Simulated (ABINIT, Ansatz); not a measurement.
**Converging GW for Cs3Bi2Br9 (P-3m1) in ABINIT**

What does each rung of G0W0 on Cs3Bi2Br9 (P-3m1) cost, and what does it buy?

Method: LDA and many-body steps on it, plane waves, in ABINIT 10.8.3.

### 1. The structure

It takes space group P-3m1 (No. 164, trigonal). Conventional cell: a = 7.972 Å, b = 7.972 Å, c = 9.867 Å, α = 90.00°, β = 90.00°, γ = 120.00°. Nearest to Cs lie 12 Br at 3.96 to 4.01 Å. Cs has 12 Br at 3.99 to 4.07 Å nearest. Nearest to Bi lie 6 Br at 2.71 to 2.98 Å. Nearest to Br lie 2 Bi at 2.98 Å and 4 Cs at 3.99 to 4.01 Å. Br has 1 Bi at 2.71 Å and 4 Cs at 3.96 to 4.07 Å nearest. Farther neighbours and most contacts between anions are not listed.

Structure file:

```cif
data_structure
_symmetry_space_group_name_H-M 'P 1'
_symmetry_Int_Tables_number 1
_cell_length_a 7.9720
_cell_length_b 7.9720
_cell_length_c 9.8670
_cell_angle_alpha 90.000
_cell_angle_beta 90.000
_cell_angle_gamma 120.000
_cell_volume 543.06
loop_
_atom_site_label
_atom_site_type_symbol
_atom_site_fract_x
_atom_site_fract_y
_atom_site_fract_z
_atom_site_occupancy
Cs1 Cs 0.66667 0.33333 0.66690 1
Cs2 Cs 0.33333 0.66667 0.33310 1
Cs3 Cs 0.00000 0.00000 0.00000 1
Bi4 Bi 0.66667 0.33333 0.19180 1
Bi5 Bi 0.33333 0.66667 0.80820 1
Br6 Br 0.50000 0.50000 0.00000 1
Br7 Br 0.50000 0.00000 0.00000 1
Br8 Br 0.00000 0.50000 0.00000 1
Br9 Br 0.33530 0.16765 0.33940 1
Br10 Br 0.83235 0.16765 0.33940 1
Br11 Br 0.83235 0.66470 0.33940 1
Br12 Br 0.16765 0.33530 0.66060 1
Br13 Br 0.16765 0.83235 0.66060 1
Br14 Br 0.66470 0.83235 0.66060 1
```

The cell and positions come from the Crystallography Open Database and are kept as given unless a step says otherwise. Spin-orbit coupling is left out unless a step names it.

### 2. Empty states on the mesh, 3×3×1 mesh, 437 bands

This step: ABINIT 10.8.3; DFT, LDA, plane waves, norm-conserving pseudopotentials.

The sums over transitions need many empty states on a uniform mesh; this step solves for them.

Input file run.abi:

```
acell 3*1.0 Angstrom
rprim 
  7.972000000018 -0.000000000004 0.000000000000
  -3.986000000005 6.903954518987 0.000000000000
  0.000000000000 0.000000000000 9.867000000000
ntypat 3
znucl 55 83 35
natom 14
typat 1 1 1 2 2 3 3 3 3 3 3 3 3 3
xred 
  0.666666666667 0.333333333333 0.666900000000
  0.333333333333 0.666666666667 0.333100000000
  0.000000000000 0.000000000000 0.000000000000
  0.666666666667 0.333333333333 0.191800000000
  0.333333333333 0.666666666667 0.808200000000
  0.500000000000 0.500000000000 0.000000000000
  0.500000000000 0.000000000000 0.000000000000
  0.000000000000 0.500000000000 0.000000000000
  0.335300000000 0.167650000000 0.339400000000
  0.832350000000 0.167650000000 0.339400000000
  0.832350000000 0.664700000000 0.339400000000
  0.167650000000 0.335300000000 0.660600000000
  0.167650000000 0.832350000000 0.660600000000
  0.664700000000 0.832350000000 0.660600000000
pp_dirpath "pseudos"
pseudos "Cs.upf, Bi.upf, Br.upf"
ecut 34
ngkpt 3 3 1
nshiftk 1
shiftk 0 0 0
kptopt 1
chksymbreak 0
iscf -2
irdden 1
istwfk *1
nband 437
nbdbuf 38
tolwfr 1e-09
nstep 60
prtvol 0
indata_prefix "in"
outdata_prefix "out"
tmpdata_prefix "tmp"
```

The run is started by

```sh
OMP_NUM_THREADS=5 mpirun -n 3 abinit run.abi > log
```

Numbers of over 12 decimals in the logs are rounded to 6 here.

What it wrote:

```text
.Version 10.8.3 of ABINIT. v10.8.2 released Aug 2026.

 Symmetries : space group P-3 m 1 (#164); Bravais hP (primitive hexag.)
[... echo of the input left out ...]
== DATASET  1 ==================================================================
-   mpi_nproc: 3, omp_nthreads: 5 (-1 if OMP is not activated)

--- !DatasetInfo
iteration_state: {dtset: 1, }
dimensions: {natom: 14, nkpt: 3, mband: 437, nsppol: 1, nspinor: 1, nspden: 1, mpw: 34765, }
cutoff_energies: {ecut:  34.0, pawecutdg:  -1.0, }
[...]
1.30890    1.31282    1.32104    1.32104    1.33126    1.33507    1.34532    1.35562
   1.36120    1.36121    1.36242    1.39017    1.39039    1.39677    1.40061    1.40139
   1.40306    1.40534    1.40677    1.40903    1.41231
 prteigrs : prtvol=0 or 1, do not print more k-points.

== END DATASET(S) ==============================================================
================================================================================

 -outvars: echo values of variables after computation  --------
            nband         437
             nkpt           3
          spgroup         164
 [... the other variables as echoed above ...]

 Calculation completed.
```

It took 10 min on 3 MPI ranks of Arm Neoverse V2, shared host; peak memory 1.6 GiB; 70 min of CPU time.

Numbers from this step:

- gap: 2.417 eV
- k of the valence top: 0, 0, 0
- k of the conduction bottom: 0, 0, 0
- least direct gap: 2.417 eV
- k points computed: 3
- lowest point of the top converged band, above the valence top: 33.13 eV

On this mesh the gap is 2.417 eV.

The density comes from a self-consistent run that is not shown.

### 3. Screening, 3×3×1 mesh, 148 bands, screening to 62.6 eV

The RPA dielectric matrix is built and inverted for each q.

This step: RPA screening on LDA, plane waves, norm-conserving pseudopotentials.

Edit run.abi of step 2 so:

```diff
@@ -32,10 +32,11 @@
 chksymbreak 0
-iscf -2
-irdden 1
 istwfk *1
-nband 437
-nbdbuf 38
-tolwfr 1e-09
-nstep 60
-prtvol 0
+occopt 1
+irdwfk 1
+optdriver 3
+nband 148
+ecuteps 2.3
+inclvkb 2
+awtr 1
+symchi 1
 indata_prefix "in"
```

The run is started by

```sh
OMP_NUM_THREADS=1 mpirun -n 16 abinit run.abi > log
```

What it wrote:

```text
.Version 10.8.3 of ABINIT. v10.8.2 released Aug 2026.

 Symmetries : space group P-3 m 1 (#164); Bravais hP (primitive hexag.)
[... echo of the input left out ...]
== DATASET  1 ==================================================================
-   mpi_nproc: 16, omp_nthreads: 1 (-1 if OMP is not activated)

--- !DatasetInfo
iteration_state: {dtset: 1, }
dimensions: {natom: 14, nkpt: 3, mband: 148, nsppol: 1, nspinor: 1, nspden: 1, mpw: 34765, }
cutoff_energies: {ecut:  34.0, pawecutdg:  -1.0, }
electrons: {nelect:   2.26000000E+02, charge:   0.00000000E+00, occopt:   1.00000000E+00, tsmear:   1.00000000E-02, }

 SCREENING: Calculation of the susceptibility and dielectric matrices

 Based on a program developped by R.W. Godby, V. Olevano, G. Onida, and L. Reining.
 Incorporated in ABINIT by V. Olevano, G.-M. Rignanese, and M. Torrent.
.Using double precision arithmetic ; gwpc =  8

[... cell and pseudopotentials left out ...]
--------------------------------------------------------------------------------

 ==== K-mesh for the wavefunctions ====
 Number of points in the irreducible wedge :     3
[... list of points left out ...]
 Together with 12 symmetry operations and time-reversal symmetry
 yields     9 points in the full Brillouin Zone.

 ==== Q-mesh for the screening function ====
 Number of points in the irreducible wedge :     3
[... list of points left out ...]
 Together with 12 symmetry operations and time-reversal symmetry
 yields     9 points in the full Brillouin Zone.

 setmesh: FFT mesh size selected  =    45x   45x   64
          total number of points  =       129600

 vcoul_init : cutoff-mode = AUXILIARY_FUNCTION
 q-points for optical limit:   1
     1)      0.000010    0.000020    0.000030

- screening: taking advantage of time-reversal symmetry
- Maximum band index for partially occupied states nbvw = 113
- Remaining bands to be divided among processors   nbcw = 35
- Number of bands treated by each node ~2

 Number of electrons calculated from density =  226.0000; Expected =  226.0000
 average of density, n =  0.061668
 r_s =    1.5702
 omega_plasma =   23.9545 [eV]

 calculating chi0 at frequencies [eV] :
  1    0.000000E+00    0.000000E+00
  2    0.000000E+00    2.395446E+01

--------------------------------------------------------------------------------
  q-point number  1        q = ( 0.000000, 0.000000, 0.000000) [r.l.u.]
--------------------------------------------------------------------------------
[... chi0 elements left out ...]
 For q-point:  0.000010 0.000020 0.000030
  dielectric constant =   3.6436
  dielectric constant without local fields =   4.5184

  Average fulfillment of the sum rule on Im[epsilon] for q-point    1 :     13.18  [%]
[... wings left out ...]
  q-point number  2        q = ( 0.333333, 0.000000, 0.000000) [r.l.u.]
--------------------------------------------------------------------------------
[... chi0 elements left out ...]
  Average fulfillment of the sum rule on Im[epsilon] for q-point    2 :     17.72  [%]

 [... 1 further q-points ...]
```

It took 96 s on 16 MPI ranks; peak memory 30 GiB.

Numbers from this step:

| Quantity | Value |
| --- | --- |
| ε∞ with local fields, on this mesh, along the program's q direction | 3.644 |
| the same without local fields | 4.518 |
| plasma frequency | 23.95 eV |
| plane waves in the screening matrix | 601 |

Local fields lower ε∞ by 19 %. On a Γ-centred mesh this coarse the value itself is usually too large, while a short band sum pulls it down.

### 4. 148 bands, 62.6 eV

The self-energy is evaluated for the states that the input lists, and the levels follow from it, in one-shot runs by the linearised quasiparticle equation.

This step: G0W0 on LDA, plane waves, norm-conserving pseudopotentials.

Edit run.abi of step 3 so:

```diff
@@ -35,8 +35,15 @@
 irdwfk 1
-optdriver 3
+optdriver 4
 nband 148
+gwcalctyp 0
+ecutsigx 34
+symsigma 1
+nkptgw 1
+kptgw 
+  0.0000000000 0.0000000000 0.0000000000
+bdgw 
+  112 116
 ecuteps 2.3
-inclvkb 2
-awtr 1
-symchi 1
+irdscr 1
+ppmodel 1
 indata_prefix "in"
```

What it wrote:

```text
.Version 10.8.3 of ABINIT. v10.8.2 released Aug 2026.

 Symmetries : space group P-3 m 1 (#164); Bravais hP (primitive hexag.)
[... echo of the input left out ...]
== DATASET  1 ==================================================================
-   mpi_nproc: 16, omp_nthreads: 1 (-1 if OMP is not activated)

--- !DatasetInfo
iteration_state: {dtset: 1, }
dimensions: {natom: 14, nkpt: 3, mband: 148, nsppol: 1, nspinor: 1, nspden: 1, mpw: 34765, }
cutoff_energies: {ecut:  34.0, pawecutdg:  -1.0, }
electrons: {nelect:   2.26000000E+02, charge:   0.00000000E+00, occopt:   1.00000000E+00, tsmear:   1.00000000E-02, }

 SIGMA: Calculation of the GW corrections

 Based on a program developped by R.W. Godby, V. Olevano, G. Onida, and L. Reining.
 Incorporated in ABINIT by V. Olevano, G.-M. Rignanese, and M. Torrent.
.Using double precision arithmetic ; gwpc =  8

[... cell and pseudopotentials left out ...]
--------------------------------------------------------------------------------

 ==== K-mesh for the wavefunctions ====
 Number of points in the irreducible wedge :     3
[... list of points left out ...]
 Together with 12 symmetry operations and time-reversal symmetry
 yields     9 points in the full Brillouin Zone.

 ==== Q-mesh for screening function ====
 Number of points in the irreducible wedge :     3
[... list of points left out ...]
 Together with 12 symmetry operations and time-reversal symmetry
 yields     9 points in the full Brillouin Zone.

 vcoul_init : cutoff-mode = AUXILIARY_FUNCTION
 q-points for optical limit:   1
     1)      0.000010    0.000020    0.000030
 setmesh: FFT mesh size selected  =    72x   72x  100
          total number of points  =       518400

 Number of electrons calculated from density =  226.0000; Expected =  226.0000
 average of density, n =  0.061668
 r_s =    1.5702
 omega_plasma =   23.9545 [eV]

 === KS Band Gaps ===
  >>>> For spin  1
   Minimum direct gap =   2.4168 [eV], located at k-point      :   0.0000  0.0000  0.0000
   Fundamental gap    =   2.4168 [eV], Top of valence bands at :   0.0000  0.0000  0.0000
                                       Bottom of conduction at :   0.0000  0.0000  0.0000
 SIGMA fundamental parameters:
 PLASMON POLE MODEL  1
 number of plane-waves for SigmaX                34765
 number of plane-waves for SigmaC and W            601
 number of plane-waves for wavefunctions         34765
 number of bands                                   148
 number of independent spin polarizations            1
 number of spinorial components                      1
 number of k-points in IBZ                           3
 number of q-points in IBZ                           3
 number of symmetry operations                      12
 number of k-points in BZ                            9
 number of q-points in BZ                            9
 number of frequencies for dSigma/dE                 9
 frequency step for dSigma/dE [eV]                0.25
 number of omega for Sigma on real axis              0
 max omega for Sigma on real axis  [eV]           0.00
 zcut for avoiding poles [eV]                     0.10

 EPSILON^-1 parameters (SCR file):
 dimension of the eps^-1 matrix on file            601
 dimension of the eps^-1 matrix used               601
 number of plane-waves for wavefunctions         34765
 number of bands                                   148
 number of q-points in IBZ                           3
 number of frequencies                               2
 number of real frequencies                          1
 number of imag frequencies                          1

 matrix elements of self-energy operator (all in [eV])

 Perturbative Calculation

--- !SelfEnergy_ee
iteration_state: {dtset: 1, }
kpoint     : [   0.000,    0.000,    0.000, ]
spin       : 1
KS_gap     :    2.417
QP_gap     :    4.832
Delta_QP_KS:    2.416
data: !SigmaeeData |
     Band     E0 <VxcDFT>   SigX SigC(E0)      Z dSigC/dE  Sig(E)    E-E0       E
      112   0.422 -14.794 -19.588   3.301   0.789  -0.268 -15.971  -1.178  -0.756
      113   1.017 -15.419 -18.310   2.341   0.806  -0.241 -15.862  -0.442   0.575
      114   3.434 -12.310  -8.702  -1.243   0.834  -0.199 -10.337   1.973   5.407
      115   4.202 -13.642 -10.264  -1.149   0.824  -0.214 -11.806   1.836   6.038
      116   4.202 -13.642 -10.264  -1.149   0.824  -0.214 -11.806   1.836   6.038

== END DATASET(S) ==============================================================
================================================================================

 -outvars: echo values of variables after computation  --------
           etotal      0.0000000000E+00
            nband         148
             nkpt           3
          spgroup         164
 [... the other variables as echoed above ...]

 Calculation completed.
```

Run time: 9.9 s. Hardware: 16 MPI ranks; peak memory 5.2 GiB.

Numbers from this step:

```
G0W0 gap on the points computed              : 4.832 eV
starting gap on the mesh                     : 2.417 eV
k of the valence top                         : 0, 0, 0
k of the conduction bottom                   : 0, 0, 0
Z at the valence top                         : 0.806
Z at the conduction bottom                   : 0.834
least direct G0W0 gap on the computed points : 4.832 eV
```

The gap on the mesh goes from 2.42 eV to 4.83 eV, a correction of +2.42 eV.

### 5. Screening, 3×3×1 mesh, 229 bands, screening to 114.3 eV

This step: RPA screening on LDA, plane waves, norm-conserving pseudopotentials.

Edit run.abi of step 4 so:

```diff
@@ -35,15 +35,8 @@
 irdwfk 1
-optdriver 4
-nband 148
-gwcalctyp 0
-ecutsigx 34
-symsigma 1
-nkptgw 1
-kptgw 
-  0.0000000000 0.0000000000 0.0000000000
-bdgw 
-  112 116
-ecuteps 2.3
-irdscr 1
-ppmodel 1
+optdriver 3
+nband 229
+ecuteps 4.2
+inclvkb 2
+awtr 1
+symchi 1
 indata_prefix "in"
@@ -51 +44,2 @@
 tmpdata_prefix "tmp"
+gwmem 10
```

What it wrote:

```text
.Version 10.8.3 of ABINIT. v10.8.2 released Aug 2026.

 Symmetries : space group P-3 m 1 (#164); Bravais hP (primitive hexag.)
[... echo of the input left out ...]
== DATASET  1 ==================================================================
-   mpi_nproc: 16, omp_nthreads: 1 (-1 if OMP is not activated)

--- !DatasetInfo
iteration_state: {dtset: 1, }
dimensions: {natom: 14, nkpt: 3, mband: 229, nsppol: 1, nspinor: 1, nspden: 1, mpw: 34765, }
cutoff_energies: {ecut:  34.0, pawecutdg:  -1.0, }
electrons: {nelect:   2.26000000E+02, charge:   0.00000000E+00, occopt:   1.00000000E+00, tsmear:   1.00000000E-02, }

 SCREENING: Calculation of the susceptibility and dielectric matrices

 Based on a program developped by R.W. Godby, V. Olevano, G. Onida, and L. Reining.
 Incorporated in ABINIT by V. Olevano, G.-M. Rignanese, and M. Torrent.
.Using double precision arithmetic ; gwpc =  8

[... cell and pseudopotentials left out ...]
--------------------------------------------------------------------------------

 ==== K-mesh for the wavefunctions ====
 Number of points in the irreducible wedge :     3
[... list of points left out ...]
 Together with 12 symmetry operations and time-reversal symmetry
 yields     9 points in the full Brillouin Zone.

 ==== Q-mesh for the screening function ====
 Number of points in the irreducible wedge :     3
[... list of points left out ...]
 Together with 12 symmetry operations and time-reversal symmetry
 yields     9 points in the full Brillouin Zone.

 setmesh: FFT mesh size selected  =    48x   48x   72
          total number of points  =       165888

 vcoul_init : cutoff-mode = AUXILIARY_FUNCTION
 q-points for optical limit:   1
     1)      0.000010    0.000020    0.000030

- screening: taking advantage of time-reversal symmetry
- Maximum band index for partially occupied states nbvw = 113
- Remaining bands to be divided among processors   nbcw = 116
- Number of bands treated by each node ~7

 Number of electrons calculated from density =  226.0000; Expected =  226.0000
 average of density, n =  0.061668
 r_s =    1.5702
 omega_plasma =   23.9545 [eV]

 calculating chi0 at frequencies [eV] :
  1    0.000000E+00    0.000000E+00
  2    0.000000E+00    2.395446E+01

--------------------------------------------------------------------------------
  q-point number  1        q = ( 0.000000, 0.000000, 0.000000) [r.l.u.]
--------------------------------------------------------------------------------
[... chi0 elements left out ...]
 For q-point:  0.000010 0.000020 0.000030
  dielectric constant =   3.8749
  dielectric constant without local fields =   4.9509

  Average fulfillment of the sum rule on Im[epsilon] for q-point    1 :     27.85  [%]
[... wings left out ...]
  q-point number  2        q = ( 0.333333, 0.000000, 0.000000) [r.l.u.]
--------------------------------------------------------------------------------
[... chi0 elements left out ...]
  Average fulfillment of the sum rule on Im[epsilon] for q-point    2 :     32.31  [%]

 [... 1 further q-points ...]
```

Elapsed: 5.5 min, on 16 MPI ranks; peak memory 21 GiB; 88 min of CPU time.

This step gave:

```yaml
eps_infinity_with_local_fields_on_this_mesh_along_the_program_s_q_direction: 3.875
the_same_without_local_fields: 4.951
plasma_frequency: 23.95 eV
plane_waves_in_the_screening_matrix: 1487
```

(Continued in part 2 of 2.)

[Paths, hosts, dates, memory and timing lines, banners, echoed tables and standing remarks are left out of the program output.]

[Logs are printed without paths, hosts, clocks, repeated set-up lines and the standing remarks that a program may print on its own settings, such as how far it seeks lower states.]

[Runs of the session that timed out or met a known fault of the program may be left out.]

[Hosts, paths, dates, database ids (printed as entryN), source tags and the programs' standing remarks are cut or masked in the printed files.]

[G0W0 gaps are taken among the corrected bands and points alone; a level outside them can change the order at an edge.]

[Where Ansatz stands beside ABINIT at settings called matched, ABINIT's density can come from a denser mesh and the files from another edition; pairs whose starting gaps differed by over 0.03 eV were left out, so agreement reads better than it is.]
